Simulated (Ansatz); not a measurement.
# Bands, cutoff and cost in G0W0 for LiMgOF (P4/mmm)

How do accuracy and time trade against each other in G0W0 on LiMgOF (P4/mmm)?

Calculated with Ansatz 0.2.0; G0W0 on LDA, plane waves, PAW; PAW set soft_1.

The structure was built from a prototype and need not be the compound's stable phase.

## 1. Starting point

The structure is tetragonal, space group P4/mmm (No. 123). The conventional cell has a = 2.869 Å, b = 2.869 Å, c = 4.097 Å, α = 90.00°, β = 90.00°, γ = 90.00°. Nearest to Li lie 4 F at 2.03 Å and 2 O at 2.05 Å. Nearest to F lie 4 Li at 2.03 Å and 2 Mg at 2.05 Å. Nearest to Mg lie 4 O at 2.03 Å and 2 F at 2.05 Å. Nearest to O lie 4 Mg at 2.03 Å and 2 Li at 2.05 Å. It derives from LiF. Farther neighbours and most contacts between anions are not listed.

The structure was relaxed with LDA. The runs that relaxed it are not among those shown.

## 2. 22 empty bands, screening to 44 eV

Now the one-shot GW correction: screening in the RPA, then the self-energy of the levels asked for. This step takes PAW set soft_1 files.

input.yaml

```yaml
crystal:
  lattice:
    - [2.8687242851, 0.0, 0.0]
    - [0.0, 2.8687242851, 0.0]
    - [0.0, 0.0, 4.0974708901]
  atoms:
    - { symbol: Li, position: [0.0, 0.0, 0.2500008143] }
    - { symbol: F, position: [0.5, 0.5, 0.2500000018] }
    - { symbol: Mg, position: [0.5, 0.5, 0.7499998729] }
    - { symbol: O, position: [0.0, 0.0, 0.7499993111] }
kpoints:
  mp_grid: { grid: [6, 6, 4] }
hamiltonian:
  xc: lda
  pseudopotentials: { kind: paw, azcp: { folder: soft_1 }, xc_functional: pbe }
scf:
  occupations: { method: fixed }
gw:
  n_empty_bands: 22
  ecut_chi: 44
  qp_bands: [v2, c2]
  qp_kpoints: band_edges
  screening: { model: contour_deformation }
```

The run is started by

```bash
$ ansatz run input.yaml --threads 4 --pin off --max-ram 17510MiB --backend cpu --events-out ev --progress --plain --runs-dir out
```

Numbers of over 12 decimals in the logs are rounded to 6 here.

The program printed:

```text
Warning: the atoms were moved onto the symmetric positions of the space group found under crystal.symmetry.tolerance 1.0e-5 (fractional; no operation is sought that the atoms, as they stand in a round, miss by more than twice it, and no atom is moved by as much as it), and the run uses the moved positions. Before a round's move an operation carried an atom to 6.67e-6 Å from where it should land, the largest such dist [...]
Engine: ansatz 0.2.0, aarch64-unknown-linux-gnu
Pseudopotentials: kind: paw
Pseudopotential: Li, paw, valence charge 3, recommended cutoff 420 eV (normal), soft_1/Li.paw.azcp
Pseudopotential: F, paw, valence charge 7, recommended cutoff 420 eV (normal), soft_1/F.paw.azcp
Pseudopotential: Mg, paw, valence charge 10, recommended cutoff 420 eV (normal), soft_1/Mg.paw.azcp
Pseudopotential: O, paw, valence charge 6, recommended cutoff 420 eV (normal), soft_1/O.paw.azcp
Functional definition: SPW92
  exchange = slater_x
  correlation = pw_c
Crystal: 4 atoms, lattice volume = 33.720 Å³
Basis set: ecut = 420 eV, 673 PW (Γ)
Bands: 17, of which v1, the nominal top of the filled ones, is band 13 counted from 1 (12 counted from 0)
Symmetry: 16 space group operations
Space group: P4/mmm (ITA 123), of the structure as read, at distance tolerance 3.2e-5 Å
k-points: 30 of 144
Non-local potential: Li, projectors of the file, l = 0: 3, l = 1: 2, l = 2: 1
Non-local potential: F, projectors of the file, l = 0: 2, l = 1: 2, l = 2: 1
Non-local potential: Mg, projectors of the file, l = 0: 3, l = 1: 2, l = 2: 1
Non-local potential: O, projectors of the file, l = 0: 2, l = 1: 2, l = 2: 1
PAW form: soft (Blöchl's): semilocal exchange-correlation on the pseudo side does not see the compensation charge
PAW frozen core: F, regenerated for the run's functional, and the local potential with it (the file was generated under x = pbe(κ = 0.804, μ = 0.219515), c = pbe(β = 0.066725))
PAW frozen core: Mg, regenerated for the run's functional, and the local potential with it (the file was generated under x = pbe(κ = 0.804, μ = 0.219515), c = pbe(β = 0.066725))
PAW frozen core: O, regenerated for the run's functional, and the local potential with it (the file was generated under x = pbe(κ = 0.804, μ = 0.219515), c = pbe(β = 0.066725))
PAW one-centre angular grid: Li, 110 points (default); XC on 64 Gauss nodes
PAW one-centre angular grid: F, 110 points (default); XC on 64 Gauss nodes
PAW one-centre angular grid: Mg, 110 points (default); XC on 64 Gauss nodes
PAW one-centre angular grid: O, 110 points (default); XC on 64 Gauss nodes
Initial density: superposition of atomic densities (chi_scale 0.1, normalization cell, long waves kept (reshape's long-wave potential 0.07 eV rms))
Initial wavefunctions: pseudopotential atomic-orbital guess
Functional: x = slater, c = lda
SCF iter   1: F=—  HF=-3462.190562 eV  |F-HF|=—  |Δ(HF+E_count)|=         —  Δρ=2.02e-1  dr2=1.27e1  ethr=3.10e-3  ⟨swp⟩=4.8  Hψ=2506  notcnv=0  defer=47
preconditioner: auto → none  [insulator: Δε(μ)=3.677 eV  Ē_g=17.058 eV  n_scr=6 (ndim 8)  ℏωp=25.6 eV  f_vac=0.000  ε∞_Penn≈3.2]
SCF iter   2: F=—  HF=-3460.023670 eV  |F-HF|=—  |Δ(HF+E_count)|=    2.17e0  Δρ=1.67e-1  dr2=5.41e0  ethr=3.10e-3  ⟨swp⟩=3.9  Hψ=1523  notcnv=0  defer=50
SCF iter   3: F=—  HF=-3458.548765 eV  |F-HF|=—  |Δ(HF+E_count)|=    1.47e0  Δρ=3.16e-2  dr2=2.29e-1  ethr=3.10e-3  ⟨swp⟩=2.6  Hψ=1141  notcnv=0  defer=32
SCF iter   4: F=—  HF=-3458.549298 eV  |F-HF|=—  |Δ(HF+E_count)|=   5.33e-4  Δρ=2.16e-2  dr2=9.93e-2  ethr=8.81e-4  ⟨swp⟩=2.0  Hψ=1063  notcnv=0  defer=47
SCF iter   5: F=—  HF=-3458.522562 eV  |F-HF|=—  |Δ(HF+E_count)|=   2.67e-2  Δρ=3.86e-3  dr2=2.84e-3  ethr=3.82e-4  ⟨swp⟩=2.1  Hψ=901  notcnv=0  defer=57
SCF iter   6: F=—  HF=-3458.522936 eV  |F-HF|=—  |Δ(HF+E_count)|=   3.74e-4  Δρ=1.63e-3  dr2=6.73e-4  ethr=1.09e-5  ⟨swp⟩=2.2  Hψ=968  notcnv=0  defer=59
SCF iter   7: F=—  HF=-3458.522764 eV  |F-HF|=—  |Δ(HF+E_count)|=   1.72e-4  Δρ=3.58e-4  dr2=3.88e-5  ethr=2.59e-6  ⟨swp⟩=2.0  Hψ=743  notcnv=0  defer=56
SCF iter   8: F=—  HF=-3458.522756 eV  |F-HF|=—  |Δ(HF+E_count)|=   7.68e-6  Δρ=6.25e-5  dr2=1.23e-6  ethr=1.49e-7  ⟨swp⟩=2.0  Hψ=644  notcnv=0
SCF iter   9: F=-3458.522756 eV  HF=-3458.522756 eV  |F-HF|=3.51e-8  |Δ(HF+E_count)|=   3.13e-7  Δρ=1.17e-5  dr2=4.35e-8  ethr=3.85e-10  ⟨swp⟩=4.1  Hψ=2128  notcnv=0
SCF 1 converged in 9 iterations: F = -3458.522756 eV  dr2 = 4.35e-8
  greatest PAW one-centre occupation: 1.001 electrons in one spin orbital (limit 2), on the Mg atom at site 2 (counted from 0), in its partial waves of l = 1
NSCF: frozen V_eff on 30 k-points
G₀W₀ screening: q 1/30
[... further progress lines ...]
SCF converged after 9 iterations
Free energy (F): -3458.522756 eV
Harris-Foulkes:  -3458.522756 eV  (|F-HF|=3.51e-8)
Internal energy: -3458.522756 eV  (E = F + TS)
E sigma→0 (E₀):  -3458.522756 eV
Fermi energy:    5.927289 eV
--- Per-component energies (eV) ---
  E_band       = -416.192613
  E_kinetic    = 458.573043
  E_local      = -2428.761684  (includes V_loc(G=0)·N_el)
  E_nonlocal   = 319.886723
  E_hartree    = 825.481054
  E_xc         = -184.820272
  E_vxc        = -238.974507  (∫ρ·V_xc dr)
  E_paw        = -644.889224  (= ΣΔE_a)
  E_vpaw       = -177.875038  (= ΣTr[D̂ρ^β])
  E_aug_tail   = 0.001791  (compensation charges beyond the density's cutoff)
  E_ewald      = -1804.354839
  E_core_change = 0.360653  (= ΣΔE_core)
  E_smearing   = -0.000000  (= −TS)
  E_closure    = -0.000000  (closes the sum)
  Σ components = -3458.522756   (vs F -3458.522756, Δ=0.00e0)
--- Band table (eV; the first three rows and the last of 30) ---
  k-point 0: bands = [... 9 lower, 2.0175, 5.0676, 5.9273, 5.9273, 11.5869, 16.7904, 18.5214, 18.7830]
  k-point 1: bands = [... 9 lower, 2.0428, 4.6459, 5.8752, 5.8752, 12.4852, 16.9441, 17.2250, 19.8914]
  k-point 2: bands = [... 9 lower, 2.0688, 4.2320, 5.8230, 5.8230, 14.0109, 15.2610, 17.9256, 20.6182]
  k-point 29: bands = [... 9 lower, 1.1107, 3.3459, 3.3459, 5.5751, 16.5025, 16.5025, 18.3264, 19.6558]
--- G₀W₀: contour deformation, 5 samples at zero and on the imaginary axis and 2 off it, 144 q-points, 22 empty bands' worth ---
  eigenvalues of the whole cell's RPA ε∞ on this k-mesh (on a slab, of 1 + 4πα/V) = 2.5136, 2.6037, 2.6037; static W/v taken at q = 0 is 0.388784
  bands read: the sum over 35 bands ends inside a degenerate multiplet in 4 slots, whose members it reads at an even weight; the widest, k=0: bands 35 to 36 (counted from 1) at 1/2 each
  gw.qp_kpoints: band_edges: 16 of 30 stored k-points solved, in 1 pass; an edge of the gap read off the rows below is read off those points alone
    valence top: of the k-points left out ik 28 came nearest to being solved in a further pass, in band 13 (counted from 1, as in the quasiparticle table): it holds the edge there only if its correction is more favourable than any solved in that band by at least 0.484 eV; those differ by 0.197 eV
    conduction bottom: of the k-points left out ik 12 came nearest to being solved in a further pass, in band 14 (counted from 1, as in the quasiparticle table): it holds the edge there only if its correction is more favourable than any solved in that band by at least 1.577 eV; those differ by 0.622 eV
    ik  band        ε_KS         Σx   Σc(E_QP)       V_xc       Z   E_QP_lin       E_QP  E_QP is
     0    12      5.9273   -26.5241     4.4876   -20.9475  0.8116     4.8277     4.8383  root
     0    13      5.9273   -26.5241     4.4876   -20.9475  0.8116     4.8277     4.8383  root
     0    14     11.5869    -9.4288    -3.4992   -14.8046  0.8658    13.4850    13.4635  root
     0    15     16.7904    -3.7730    -3.6512    -9.5841  0.8692    18.9837    18.9503  root
     1    12      5.8752   -26.3564     4.4873   -20.7748  0.8111     4.7701     4.7809  root
     1    13      5.8752   -26.3564     4.4873   -20.7748  0.8111     4.7701     4.7809  root
     1    14     12.4852   -10.2097    -3.4629   -15.6954  0.8607    14.5346    14.5080  root
     1    15     16.9441    -9.9050    -4.0242   -16.5316  0.8399    19.6185    19.5464  root
     2    12      5.8230   -26.1844     4.4862   -20.5983  0.8106     4.7120     4.7230  root
     2    13      5.8230   -26.1844     4.4862   -20.5983  0.8106     4.7120     4.7230  root
     2    14     14.0109   -11.0049    -3.6225   -16.9053  0.8545    16.3269    16.2887  root
     2    15     15.2610   -10.1878    -3.7219   -16.3371  0.8439    17.7418    17.6884  root
     3    12      4.9570   -26.0182     4.5765   -20.0870  0.8093     3.5842     3.6024  root
     3    13      5.9060   -26.4140     4.4987   -20.8311  0.8112     4.8112     4.8218  root
     3    14     12.4265    -9.9684    -3.4355   -15.4096  0.8608    14.4582    14.4322  root
     3    15     17.0816    -5.0975    -3.7420   -11.1301  0.8621    19.4141    19.3722  root
     4    12      5.1921   -26.2866     4.5579   -20.4632  0.8095     3.9111     3.9266  root
     4    13      5.8700   -26.2896     4.4983   -20.7041  0.8108     4.7721     4.7828  root
     4    14     13.0232    -9.8949    -3.4972   -15.4912  0.8589    15.1521    15.1223  root
     4    15     16.5805    -8.1258    -3.8842   -14.4835  0.8500    19.1105    19.0540  root
     5    12      5.0595   -25.7643     4.5380   -19.9981  0.8076     3.8164     3.8313  root
     5    13      5.8337   -26.1625     4.4975   -20.5750  0.8104     4.7329     4.7438  root
     5    14     14.4153   -10.3003    -3.6714   -16.2764  0.8541    16.7605    16.7201  root
     5    15     14.8927    -9.0543    -3.6714   -15.0847  0.8509    17.2978    17.2516  root
[...]
26    12      3.8841   -24.6196     4.6397   -18.5928  0.7992     2.4747     2.4970  root
    26    13      5.5611   -25.4884     4.4796   -19.7727  0.8093     4.3105     4.3251  root
    26    14     15.5073    -7.7423    -3.6731   -13.7810  0.8591    17.9169    17.8729  root
    26    15     16.9815    -7.8913    -3.8297   -14.2658  0.8518    19.5853    19.5263  root
    29    12      3.3459   -24.3841     4.7165   -18.2084  0.7951     1.8602     1.8868  root
    29    13      5.5751   -25.2604     4.4647   -19.5684  0.8088     4.3333     4.3478  root
    29    14     16.5025    -8.0442    -3.7331   -14.2757  0.8546    19.0539    19.0009  root
    29    15     16.5025    -8.0442    -3.7331   -14.2757  0.8546    19.0539    19.0009  root
```

Run time: 8.4 s. Hardware: 4 threads of Arm Neoverse V2, shared host; peak memory 0.28 GiB.

In the SCF lines HF is the Harris–Foulkes energy and dr2 the Hartree energy of the density residual, in eV; the loop may stop once dr2 is under the threshold and the program's other checks hold. Hψ counts applications of the Hamiltonian.

This step gave:

```yaml
bands_summed: 35
rpa_eps_infinity_on_this_mesh_eigenvalues: 2.514, 2.604, 2.604
plane_waves_in_the_screening_matrix: 21
q_points_in_the_mesh: 144
g0w0_gap_on_the_mesh: 8.625 eV
k_of_the_valence_top: 0, 0, 0
k_of_the_conduction_bottom: 0, 0, 0
starting_gap_on_the_mesh: 5.660 eV
z_at_the_valence_top: 0.8116
z_at_the_conduction_bottom: 0.8658
least_direct_g0w0_gap_on_the_computed_points: 8.625 eV
```

The gap on the mesh goes from 5.66 eV to 8.63 eV, a correction of +2.97 eV. Between the two edge states, bare exchange in place of the xc potential would open the gap by 10.95 eV, and correlation takes back 7.99 eV.

## 3. 88 empty bands, screening to 110 eV

Another rung: the empty bands reach about as high as the screening cutoff, so the two stay in balance.

input.yaml, as its differences from that of step 2:

```diff
@@ -18,4 +18,4 @@
 gw:
-  n_empty_bands: 22
-  ecut_chi: 44
+  n_empty_bands: 88
+  ecut_chi: 110.0
   qp_bands: [v2, c2]
```

The program printed:

```text
[...]
Crystal: 4 atoms, lattice volume = 33.720 Å³
Basis set: ecut = 420 eV, 673 PW (Γ)
Bands: 17, of which v1, the nominal top of the filled ones, is band 13 counted from 1 (12 counted from 0)
[... 1 set-up line as in the run before ...]
[...]
k-points: 30 of 144
[...]
SCF iter   1: F=—  HF=-3462.190562 eV  |F-HF|=—  |Δ(HF+E_count)|=         —  Δρ=2.02e-1  dr2=1.27e1  ethr=3.10e-3  ⟨swp⟩=4.8  Hψ=2506  notcnv=0  defer=47
[...]
SCF iter   9: F=-3458.522756 eV  HF=-3458.522756 eV  |F-HF|=3.51e-8  |Δ(HF+E_count)|=   3.13e-7  Δρ=1.17e-5  dr2=4.35e-8  ethr=3.85e-10  ⟨swp⟩=4.1  Hψ=2128  notcnv=0
SCF 1 converged in 9 iterations: F = -3458.522756 eV  dr2 = 4.35e-8
[...]
NSCF: frozen V_eff on 30 k-points
G₀W₀ screening: q 1/30
[... further progress lines ...]
SCF converged after 9 iterations
Free energy (F): -3458.522756 eV
[...]
Internal energy: -3458.522756 eV  (E = F + TS)
E sigma→0 (E₀):  -3458.522756 eV
Fermi energy:    5.927289 eV
[...]
--- Band table (eV; the first three rows and the last of 30) ---
  k-point 0: bands = [... 9 lower, 2.0175, 5.0676, 5.9273, 5.9273, 11.5869, 16.7904, 18.5214, 18.7830]
  k-point 1: bands = [... 9 lower, 2.0428, 4.6459, 5.8752, 5.8752, 12.4852, 16.9441, 17.2250, 19.8914]
  k-point 2: bands = [... 9 lower, 2.0688, 4.2320, 5.8230, 5.8230, 14.0109, 15.2610, 17.9256, 20.6182]
  k-point 29: bands = [... 9 lower, 1.1107, 3.3459, 3.3459, 5.5751, 16.5025, 16.5025, 18.3264, 19.6558]
[...]
0    12      5.9273   -26.5241     4.2399   -20.9475  0.8016     4.5754     4.5906  root
     0    13      5.9273   -26.5241     4.2399   -20.9475  0.8016     4.5754     4.5906  root
     0    14     11.5869    -9.4288    -3.7307   -14.8046  0.8606    13.2468    13.2320  root
     0    15     16.7904    -3.7730    -4.1558    -9.5841  0.8667    18.4640    18.4458  root
     1    12      5.8752   -26.3564     4.2326   -20.7748  0.8014     4.5104     4.5262  root
     1    13      5.8752   -26.3564     4.2326   -20.7748  0.8014     4.5104     4.5262  root
     1    14     12.4852   -10.2097    -3.7045   -15.6954  0.8544    14.2850    14.2664  root
     1    15     16.9441    -9.9050    -4.3937   -16.5316  0.8329    19.2244    19.1769  root
[...]
29    12      3.3459   -24.3841     4.4898   -18.2084  0.7905     1.6257     1.6600  root
    29    13      5.5751   -25.2604     4.2053   -19.5684  0.8000     4.0680     4.0884  root
    29    14     16.5025    -8.0442    -4.0401   -14.2757  0.8474    18.7318    18.6938  root
    29    15     16.5025    -8.0442    -4.0401   -14.2757  0.8474    18.7318    18.6938  root
```

The job ended after 23 s (4 threads; peak memory 0.37 GiB; 80 s of CPU time).

This step gave:

| Item | Value |
| --- | --- |
| bands summed | 101 |
| RPA ε∞ on this mesh (eigenvalues) | 2.511, 2.601, 2.601 |
| plane waves in the screening matrix | 99 |
| q-points in the mesh | 144 |
| G0W0 gap on the mesh | 8.641 eV |
| k of the valence top | 0, 0, 0 |
| k of the conduction bottom | 0, 0, 0 |
| starting gap on the mesh | 5.660 eV |
| Z at the valence top | 0.8016 |
| Z at the conduction bottom | 0.8606 |
| least direct G0W0 gap on the computed points | 8.641 eV |

Against the run with 6×6×4 mesh, 22 empty bands, screening to 44 eV, PAW set soft_1 files, the gap moves by +0.016 eV.

## 4. Side by side

Times are wall times on 4 threads of Arm Neoverse V2, shared host, good to a factor of about two.

| mesh | files | frequency | bands summed | cutoff (eV) | start (eV) | G0W0 (eV) | time | host memory (GiB) |
| --- | --- | --- | --- | --- | --- | --- | --- | --- |
| 6×6×4 | PAW set soft_1 | contour deformation | 35 | 44 | 5.660 | 8.625 | 8.4 s | 0.28 |
| 6×6×4 | PAW set soft_1 | contour deformation | 101 | 110 | 5.660 | 8.641 | 23 s | 0.37 |

How the two edges are built up, in eV (the quasiparticle level is the starting level plus Σx plus Σc less Vxc):

| run | edge | start | Σx | Σc | Vxc | Z | QP |
| --- | --- | --- | --- | --- | --- | --- | --- |
| 35 bands | valence top | 5.93 | -26.52 | 4.49 | -20.95 | 0.81 | 4.84 |
| 35 bands | conduction bottom | 11.59 | -9.43 | -3.50 | -14.80 | 0.87 | 13.46 |
| 101 bands | valence top | 5.93 | -26.52 | 4.24 | -20.95 | 0.80 | 4.59 |
| 101 bands | conduction bottom | 11.59 | -9.43 | -3.73 | -14.80 | 0.86 | 13.23 |

## 5. Outcome

```yaml
35_bands_44_ev: 8.625 eV
101_bands_110_ev: 8.641 eV
estimated_limit_in_bands_and_cutoff: 8.65 eV
mesh_and_start: 6×6×4, LDA
```

**Reading.** A line in one over the bands through the two rungs gives 8.65 eV, +0.01 eV from the top rung; with two points alone it is an unchecked estimate. The rungs stand 0.02 eV (35 bands) and 0.01 eV (101 bands) from it. From 35 to 101 bands the gap moves by +0.02 eV while the time grows 2.8-fold. Σc changes by −0.25 eV at the valence top and −0.23 eV at the conduction bottom, so the levels themselves move more than the gap between them. The 6×6×4 mesh is coarse for this cell (its supercell is 16 Å along the shortest edge). The RPA ε∞ on it, from the LDA start, is 2.51 and 2.60; such meshes misread the long-range screening, most where the gap is narrow.

[Paths, hosts, dates, memory and timing lines, banners, echoed tables and standing remarks are left out of the program output.]

[Logs are printed without paths, hosts, clocks, repeated set-up lines and the standing remarks that a program may print on its own settings, such as how far it seeks lower states.]

[Runs of the session that timed out or met a known fault of the program may be left out.]

[Cells called generated may have been cut or substituted from an entry of the Crystallography Open Database or the Materials Project.]

[Hosts, paths, dates, database ids (printed as entryN), source tags and the programs' standing remarks are cut or masked in the printed files.]
